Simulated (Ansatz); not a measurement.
# A thicker film of HfO2 (111) from four thinner ones

In a field along its normal an insulating film takes a dipole p. Written as a length, p/(ε₀AE), it should grow by 1 − 1/ε for each ångström added.

Set-up. Ansatz 0.2.0, plane waves with PAW datasets (its set soft_2), PBEsol; fluorite films relaxed at a bulk in-plane lattice constant near the measured one, then held in weak fields of both signs with a dipole correction (A is the cell's area, E the outer field).

```tsv
run	distance between the outer atoms (Å)	p/(ε₀AE) (Å)
2 units	4.314	5.137
3 units	7.225	7.497
4 units	10.109	9.849
5 units	12.996	12.202
6 units	15.883	?
```

**Question.** What value belongs in the row marked “?”, and how far can the other rows tell?

A least-squares line through the 4 rows shown has slope 0.8139 and intercept 1.6221; no row lies more than 0.006 Å off it. That slope means ε = 1/(1 − 0.8139) = 5.37. At 15.883 it gives 0.8139 × 15.883 + 1.6221 = 14.549 Å, beyond the rows fitted. Rounding and scatter of the rows alone allow about ±0.009 Å there.

The run itself gives 14.554 Å: a miss of +0.005 Å, or 0.0 % of the value. The length is met to within 1 %, though ε is more sensitive than the length: the two thickest films give ε = 5.40.

Caveats: This is the electronic response alone. A unit is one step of the cut along the normal (a plane, a pair of planes or a cell), and the layers relax along it, away from their bulk spacing where the functional's lattice constant differs from the one held.

[Logs are printed without paths, hosts, clocks, repeated set-up lines and the standing remarks that a program may print on its own settings, such as how far it seeks lower states.]
